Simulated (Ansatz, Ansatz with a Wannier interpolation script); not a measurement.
Rows from a G0W0 calculation on SnSe (Pnma) (Ansatz 0.2.0; G0W0 on LDA, plane waves, PAW; 2×4×4 mesh, 718 empty bands, screening to 130 eV), in eV. Spin-orbit coupling is left out.

The database entry behind the starting cell differs from later determinations by our own check (an axis about 0.9 % long against later determinations), so it need not match the best structure at ambient conditions.

```
row      Σx     Σc     Vxc     Z
  A   -8.47  -4.35  -13.09  0.74
  B   -9.46  -3.30  -12.95  0.77
  C   -8.48  -3.52  -12.21  0.77
  D  -16.49   1.18  -15.08  0.74
  E  -16.33   1.30  -14.78  0.74
  F  -15.52   0.24  -15.17  0.76
```

Which rows are filled states and which are empty ones, and how can one tell?

Filled: D, E and F. Empty: A, B and C. The sign of Σc tells: for a filled state bare exchange, which holds its interaction with itself, lies below Vxc (Σx − Vxc is -0.4 eV or lower here) and screening gives part back as a positive Σc. For an empty state Σx lies above Vxc (+3.5 eV or more) and the Coulomb hole leaves Σc negative.

[Paths, hosts, dates, memory and timing lines, banners, echoed tables and standing remarks are left out of the program output.]

[Logs are printed without paths, hosts, clocks, repeated set-up lines and the standing remarks that a program may print on its own settings, such as how far it seeks lower states.]

[Runs of the session that timed out or met a known fault of the program may be left out.]

[Hosts, paths, dates, database ids (printed as entryN), source tags and the programs' standing remarks are cut or masked in the printed files.]
